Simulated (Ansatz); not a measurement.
# RbYbF3 (Pm-3m): following an unstable mode, part 3 of 3

Which phase does RbYbF3 (Pm-3m) fall into along its unstable mode, and how much energy does it gain?

Ansatz 0.2.0; DFT PBEsol+U, scalar-relativistic, plane waves, PAW.

So far. Step 5 (Energy along the mode, all amplitudes (two of the runs …): The lowest step is at 0.45 Å, 9.34 meV/atom below the parent, and the energy rises beyond it. Step 7 (The new phase in its own primitive cell): The largest force component left is 0.49 meV/Å and the pressure is 0.000 GPa, within the tolerances set. The cell now holds 18.31 Å³/atom. The relaxed cell has a, b, c = 6.367, 8.966, 6.416 Å (conventional setting).

## 8. Modes of the new phase, k-mesh 6×6×6

A relaxed structure may still be a saddle point, so its zone-centre modes are computed. The response to a homogeneous field gives the Born charges and the dielectric tensor.

Contents of input.yaml:

```yaml
crystal:
  lattice:
    - [-3.1835279404, 4.4829875846, 3.2081375972]
    - [3.1835279404, -4.4829875846, 3.2081375972]
    - [3.1835279404, 4.4829875846, -3.2081375972]
  atoms:
    - { symbol: Rb, position: [0.240065077, 0.990065077, 0.25] }
    - { symbol: Rb, position: [0.759934923, 0.009934923, 0.75] }
    - { symbol: Yb, position: [0.5, 0.5, 0.0] }
    - { symbol: Yb, position: [0.0, 0.5, 0.5] }
    - { symbol: F, position: [0.207997543, 0.5, 0.207997543] }
    - { symbol: F, position: [0.792002457, 0.5, 0.792002457] }
    - { symbol: F, position: [0.792002457, 0.0, 0.292002457] }
    - { symbol: F, position: [0.207997543, 0.0, 0.707997543] }
    - { symbol: F, position: [0.3258452858, 0.5758452858, 0.75] }
    - { symbol: F, position: [0.6741547142, 0.4241547142, 0.25] }
kpoints:
  mp_grid: { grid: [6, 6, 6] }
hamiltonian:
  xc: pbesol
  hubbard: { sites: [{ species: Yb, l: f, u_eff: 6.0 }] }
scf:
  occupations: { method: fixed }
  convergence: { dr2_threshold: 1.0e-10 }
output:
  eigenvalues: true
phonons:
  method: dfpt
  dielectric: true
  rigid_motions: translations
```

Run with:

```console
$ ansatz run input.yaml --threads 8 --pin off --max-ram 14336MiB --backend cpu --events-out ev --progress --plain --runs-dir out
```

The log of the run:

```text
[...]
Crystal: 10 atoms, lattice volume = 183.143 Å³
Basis set: ecut = 420 eV, 3591 PW (Γ), exchange–correlation on 96×96×96 points (8 copies of the dense FFT grid, shifted against one another)
Bands: 65, of which v1, the nominal top of the filled ones, is band 54 counted from 1 (53 counted from 0)
Symmetry: 8 space group operations
k-points: 112 of 216 (irreducible under 1 space group operation, time reversal used)
[...]
SCF iter   1: F=—  HF=-38610.929227 eV  |F-HF|=—  |Δ(HF+E_count)|=         —  Δρ=9.77e-2  dr2=1.63e1  ethr=3.10e-3  ⟨swp⟩=6.0  Hψ=27935  notcnv=0  defer=742
[...]
SCF iter  15: F=-38605.468983 eV  HF=-38605.468983 eV  |F-HF|=2.91e-11  |Δ(HF+E_count)|=  1.24e-10  Δρ=1.32e-7  dr2=3.90e-11  ethr=1.00e-12  ⟨swp⟩=18.3  Hψ=67852  notcnv=0
SCF 1 converged in 15 iterations: F = -38605.468983 eV  dr2 = 3.90e-11
[...]
NSCF: frozen V_eff on 5 k-points
[...]
DFPT response loops at Γ: preconditioner auto → none (the input reference at scf.mixing.eps_inf says where Resta's filter doesn't serve); β = 0.50; Broyden in place of MSR1
── the response to a field inside a basis, on 6×6×6 k-points: an SCF that follows is theirs, and a resumed run solves both again ──
Bands: 55, of which v1, the nominal top of the filled ones, is band 54 counted from 1 (53 counted from 0)
k-points: 45 of 216
[...]
Eigensolver: Dense (45 Hₖ)
SCF iter   1: F=—  HF=-38605.291598 eV  |F-HF|=—  |Δ(HF+E_count)|=         —  Δρ=5.35e-4  dr2=1.41e-4  ethr=1.00e-1
[...]
SCF iter  10: F=-38605.291732 eV  HF=-38605.291732 eV  |F-HF|=2.18e-11  |Δ(HF+E_count)|=  7.28e-12  Δρ=1.01e-7  dr2=2.30e-11  ethr=1.00e-12
SCF 1 converged in 10 iterations: F = -38605.291732 eV  dr2 = 2.30e-11
DFPT response loops at Γ: preconditioner auto → Resta (q_TF=auto, 2.498 Å⁻¹)  ε∞=6.4 (no band partly filled); β = 1.00, the filter's whole step (`scf.mixing.beta` (0.50) is not read by the response loops at its default; to damp them type it under 1.00, their step now; it binds the ground state too); Broyden in place of MSR1
SCF converged after 15 iterations
Free energy (F): -38605.468983 eV
[...]
Internal energy: -38605.468983 eV  (E = F + TS)
E sigma→0 (E₀):  -38605.468983 eV
Fermi energy:    7.988624 eV
[...]
--- Band table (eV; the first three rows and the last of 112) ---
  k-point 0: bands = [... 50 lower, 7.8393, 7.9701, 7.9785, 7.9886, 9.3338, 12.1874, 12.5159, 12.5254, ... 7 higher]
  k-point 1: bands = [... 50 lower, 7.8337, 7.9551, 7.9619, 7.9686, 9.6492, 12.3261, 12.6051, 12.6280, ... 7 higher]
  k-point 2: bands = [... 50 lower, 7.8343, 7.9169, 7.9193, 7.9244, 10.4617, 12.3731, 12.6374, 12.7332, ... 7 higher]
  k-point 111: bands = [... 50 lower, 7.8689, 7.9052, 7.9468, 7.9610, 11.8742, 12.0497, 12.2203, 12.3859, ... 7 higher]
Occupation matrices written to <dir>
[...]
k mesh reduced under 1 symmetry operation, with k and −k counted as one. Each operation leaves every solved perturbation unchanged. A smaller set is not considered because the run has a Hubbard term
  ASR residual: 1.016e-4 → 0.000e0 eV/Å²; symmetrization residual: 7.789e-8 eV/Å²
  ASR residual per site (eV/Å²): 3.39e-5 3.39e-5 1.02e-4 1.02e-4 1.61e-5 1.61e-5 1.61e-5 1.61e-5 6.75e-6 6.75e-6
  Γ frequencies (cm⁻¹): 0.00 0.00 0.00 22.44 30.81 54.77 71.07 73.11 75.62 82.25 85.80 87.26 95.63 109.34 115.27 117.13 125.76 126.51 138.25 147.53 166.34 182.29 183.19 203.83 326.19 330.77 337.18 357.24 361.75 447.22
  ε∞ (high-frequency dielectric tensor):
        2.337479     0.000000     0.000000
        0.000000     2.339110     0.000000
        0.000000     0.000000     2.355939
  ε⁰ (static dielectric tensor: ions relaxed, cell fixed):
       30.814208    -0.000000    -0.000000
       -0.000000    10.240208    -0.000000
       -0.000000    -0.000000     8.282109
  ε⁰ − ε∞ (ionic part):
       28.476729    -0.000000    -0.000000
       -0.000000     7.901097    -0.000000
       -0.000000    -0.000000     5.926169
  softest optical mode at Γ: 22.44 cm⁻¹; the repairs (sum rule, projections) moved no ω² at Γ by more than (0.54 cm⁻¹)²
  Born effective charges Z* (e; rows j = field, columns β = displacement):
    site 0:
         1.23572    0.00000    0.00000
        -0.00000    1.20438    0.00000
        -0.00000   -0.00000    1.29696
    site 1:
         1.23572    0.00000    0.00000
        -0.00000    1.20438    0.00000
        -0.00000   -0.00000    1.29696
    site 2:
         2.36528    0.00000    0.00000
        -0.00000    2.42681   -0.00976
        -0.00000    0.10159    2.43580
    site 3:
         2.36528    0.00000    0.00000
        -0.00000    2.42681    0.00976
        -0.00000   -0.10159    2.43580
    site 4:
        -1.36043    0.00000    0.43796
        -0.00000   -0.92378   -0.00000
         0.43264   -0.00000   -1.37085
    site 5:
        -1.36043    0.00000    0.43796
        -0.00000   -0.92378    0.00000
         0.43264   -0.00000   -1.37085
    site 6:
        -1.36043    0.00000   -0.43796
         0.00000   -0.92378   -0.00000
        -0.43264   -0.00000   -1.37085
    site 7:
        -1.36043    0.00000   -0.43796
         0.00000   -0.92378    0.00000
        -0.43264   -0.00000   -1.37085
    site 8:
        -0.88014    0.00000    0.00000
        -0.00000   -1.78363    0.00000
        -0.00000   -0.00000   -0.99106
    site 9:
        -0.88014    0.00000    0.00000
        -0.00000   -1.78363    0.00000
        -0.00000   -0.00000   -0.99106
  Z* charge neutrality: 7.786e-3 e pre-enforcement
  solved inside a basis spanned on kpoints, on 6×6×6 k-points, its susceptibility summed on 8×10×8: ε∞ is read to err by 5.7e-3, Z* by 2.9e-2 e (field_mesh: kpoints solves on kpoints); Z* is corrected for what the basis lacks
  optical modes at Γ without the LO–TO term, one row a degenerate level:
      ω (cm⁻¹)  modes    IR ((D/Å)²/amu)
         22.44      1             0.0000
[...]
optical modes at Γ + LO–TO along q̂ = [1.0000, 0.0000, 0.0000]:
      ω (cm⁻¹)  modes    IR ((D/Å)²/amu)
[...]
optical modes at Γ + LO–TO along q̂ = [0.0000, 1.0000, 0.0000]:
      ω (cm⁻¹)  modes    IR ((D/Å)²/amu)
[...]
optical modes at Γ + LO–TO along q̂ = [0.0000, 0.0000, 1.0000]:
      ω (cm⁻¹)  modes    IR ((D/Å)²/amu)
[...]
143.67      1             0.1815
        147.53      1             2.9049
        182.29      1             0.0000
        183.19      1             0.0000
        203.83      1             0.0000
        218.19      1             2.8157
        326.19      1             7.1372
        330.77      1             7.5371
        357.24      1             0.0000
        361.75      1             0.0000
        402.24      1            11.8884
        447.22      1             0.0000
```

Run time: 5.7 min. Hardware: 8 threads of Intel Xeon Platinum 8488C (Sapphire Rapids), shared host; peak memory 7.4 GiB; 40 min of CPU time.

Read from the output:

- sum-rule residual before enforcement: 1.02e-4 eV/Å²
- miss of the charge sum rule: 0.007786 e
- estimated error of the dielectric tensor: 0.005734
- estimated error of the Born charges: 0.02895 e
- point group: mmm
- highest optical mode at the zone centre (no LO-TO term): 447.2 cm⁻¹
- lowest optical zone-centre mode: 22.44 cm⁻¹
- mean high-frequency dielectric constant: 2.344
- largest Born charge (third of the trace): 2.409 e
- mean static dielectric constant: 16.45
- top of the zone-centre spectrum with the field: 447.2 cm⁻¹

Without the LO-TO term. Patterns of degenerate modes are one choice out of their space. Modes at Γ, with each element's share of the kinetic energy:

```csv
mode,frequency (cm⁻¹),symmetry,Rb %,Yb %,F %
1,0.0,acoustic,27,55,18
2,0.0,acoustic,27,55,18
3,0.0,acoustic,27,55,18
4,22.4,B2g,33,0,67
5,30.8,B3u,37,4,59
6,54.8,B1g,0,0,100
7,71.1,B3g,99,0,1
8,73.1,B2u,73,19,8
9,75.6,B2g,65,0,35
10,82.2,Ag,93,0,7
11,85.8,B1u,69,26,5
12,87.3,B3u,34,13,53
13,95.6,Au,0,24,76
14,109.3,B2u,0,56,44
15,115.3,B3u,1,22,77
16,117.1,B1u,3,78,19
17,125.8,Ag,7,0,93
18,126.5,B1u,0,10,90
19,138.2,Au,0,76,24
20,147.5,B2u,0,64,36
21,166.3,B1u,1,25,73
22,182.3,B2g,2,0,98
23,183.2,B3g,1,0,99
24,203.8,Ag,0,0,100
25,326.2,B2u,0,6,94
26,330.8,B3u,0,6,94
27,337.2,B1u,0,6,94
28,357.2,B3g,0,0,100
29,361.8,B1g,0,0,100
30,447.2,B3g,0,0,100
```

Displacements in mode 4 (22.4 cm⁻¹), the largest set to 1:
```
Rb1  0.39  0.00  0.00
Rb2 -0.39  0.00  0.00
Yb3  0.00  0.00  0.00
Yb4  0.00  0.00  0.00
F5   0.00 -0.45  0.00
F6   0.00  0.45  0.00
F7   0.00 -0.45  0.00
F8   0.00  0.45  0.00
F9  -1.00  0.00  0.00
F10  1.00  0.00  0.00
```

Displacements in mode 7 (71.1 cm⁻¹), the largest set to 1:
```
Rb1  0.00  1.00  0.00
Rb2  0.00 -1.00  0.00
Yb3  0.00  0.00  0.00
Yb4  0.00  0.00  0.00
F5   0.10  0.00  0.10
F6  -0.10  0.00 -0.10
F7   0.10  0.00 -0.10
F8  -0.10  0.00  0.10
F9   0.00  0.00  0.00
F10  0.00  0.00  0.00
```

Optical modes at the zone centre, without and with the macroscopic field of the longitudinal modes; each column is sorted by frequency, so a row need not hold one and the same mode. Modes with and without the field, by row:

```csv
rank among optical modes,no field (cm⁻¹),"q along (1, 0, 0) (cm⁻¹)","q along (0, 1, 0) (cm⁻¹)","q along (0, 0, 1) (cm⁻¹)"
1,22.4,22.4,22.4,22.4
2,30.8,54.8,30.8,30.8
3,54.8,58.4,54.8,54.8
4,71.1,71.1,71.1,71.1
5,73.1,73.1,75.6,73.1
6,75.6,75.6,81.1,75.6
7,82.2,82.2,82.2,82.2
8,85.8,85.8,85.8,87.3
9,87.3,88.8,87.3,88.9
10,95.6,95.6,95.6,95.6
11,109.3,109.3,115.3,109.3
12,115.3,117.1,117.1,115.3
13,117.1,125.8,125.8,119.3
14,125.8,126.5,126.5,125.8
15,126.5,138.2,127.4,138.2
16,138.2,147.5,138.2,143.7
17,147.5,166.3,166.3,147.5
18,166.3,180.7,182.3,182.3
19,182.3,182.3,183.2,183.2
20,183.2,183.2,198.7,203.8
21,203.8,203.8,203.8,218.2
22,326.2,326.2,330.8,326.2
23,330.8,337.2,337.2,330.8
24,337.2,357.2,357.2,357.2
25,357.2,361.8,361.8,361.8
26,361.8,397.1,392.5,402.2
27,447.2,447.2,447.2,447.2
```

Born charge (rows field, columns displacement) (e), principal values of the symmetric part by kind of site:

```csv
atom,atoms with these values,low,middle,high,mean
Rb1,2,1.20,1.24,1.30,1.25
Yb3,2,2.37,2.39,2.48,2.41
F5,4,-1.80,-0.93,-0.92,-1.22
F9,2,-1.78,-0.99,-0.88,-1.22
```

In full for Rb1:

```
1.24 0.00 0.00
0.00 1.20 0.00
0.00 0.00 1.30
```

High-frequency dielectric tensor:

```
2.34 0.00 0.00
0.00 2.34 0.00
0.00 0.00 2.36
```

Static dielectric tensor (ions relaxed, fixed cell):

```
30.81  0.00  0.00
 0.00 10.24  0.00
 0.00  0.00  8.28
```

Transverse modes. Infrared lines, with heights relative to the strongest:

```csv
position (cm⁻¹),lines merged,relative intensity
22,1,0.0
31,1,25
55,1,0.0
71,1,0.0
73,1,16
76,1,0.0
82,1,0.0
86,1,6.9
87,1,2.9
96,1,0.0
109,1,39
115,1,59
117,1,14
126,2,37
138,1,0.0
148,1,39
166,1,47
182,1,0.0
183,1,0.0
204,1,0.0
326,1,95
331,1,100
337,1,94
357,1,0.0
362,1,0.0
447,1,0.0
```

Before it was imposed, the acoustic sum rule was missed by 1.0e-4 eV/Å² and the charge sum rule by 0.0078 e. Small misses are needed for a sound result but don't prove that mesh and cutoff are converged. The lowest optical mode is real, 22.4 cm⁻¹.

## 9. The phases reached

The phases reached along the modes that were followed are set side by side.

Energies are those of the first relaxation, on the mesh of the frozen mode; space group, volume and gap are those of the last relaxation. Phases, by row:

```csv
mode frozen in,space group,energy from parent (meV/atom),volume (Å³/atom),gap on mesh (eV),lowest zone-centre optical mode (cm⁻¹),largest shift (Å)
parent,Pm-3m,0,18.74,1.043,–,–
"q = (-0.5, -0.5, -0.5), 81i cm⁻¹",I4/mcm,-11.66,18.27,1.33,-29.6,0.505
"q = (-0.5, -0.5, -0.5), 81i cm⁻¹",R-3c,-10.93,18.35,1.313,-33.1,0.394
"q = (-0.5, -0.5, -0.5), 81i cm⁻¹",Imma,-12.03,18.31,1.345,22.4,0.486
```

## 10. What came out

```
unstable mode of the parent                                                      : q = (-0.5, -0.5, -0.5), 81i cm⁻¹
depth at the lowest point sampled                                                : 9.34 meV/atom
largest atomic shift at that point                                               : 0.45 Å
space group reached                                                              : Imma
energy gained over the parent (first relaxation, on the mesh of the frozen mode) : 12.0 meV/atom
volume per atom, phase reached                                                   : 18.3 Å³
gap on the k-mesh, phase reached                                                 : 1.35 eV
lowest optical zone-centre mode, phase reached                                   : 22.4 cm⁻¹
highest optical mode at the zone centre (no LO-TO term), phase reached           : 447 cm⁻¹
```

What this shows: Along this mode the structure falls into Imma, 12.0 meV/atom below the parent. At the parent's cell the well is 9.34 meV/atom deep on the steps tried, with its lowest point at a shift of 0.45 Å. Relaxing atoms and cell changes the gain by +2.69 meV/atom against the lowest step (energies at zero smearing). The new phase has no imaginary mode at the zone centre of its cell; other wavevectors were not checked. Of the 3 patterns followed from this parent, this one reaches the lowest energy. Differences under 1.0 meV/atom are within the error of comparing unlike cells and meshes, so the order among close phases is not settled. Each path keeps the symmetry of its pattern, so a lower phase may lie along a pattern not tried. Spin-orbit coupling is left out, which can matter for the heavy elements here.

[Long decimals in the printed logs are rounded to 6 places.]

[Logs are printed without paths, hosts, clocks, repeated set-up lines and the standing remarks that a program may print on its own settings, such as how far it seeks lower states.]

[Hosts, paths, dates, database ids (printed as entryN), source tags and the programs' standing remarks are cut or masked in the printed files.]

[Where the starting crystal was built by hand or by swapping elements, it need not be the compound's stable phase.]
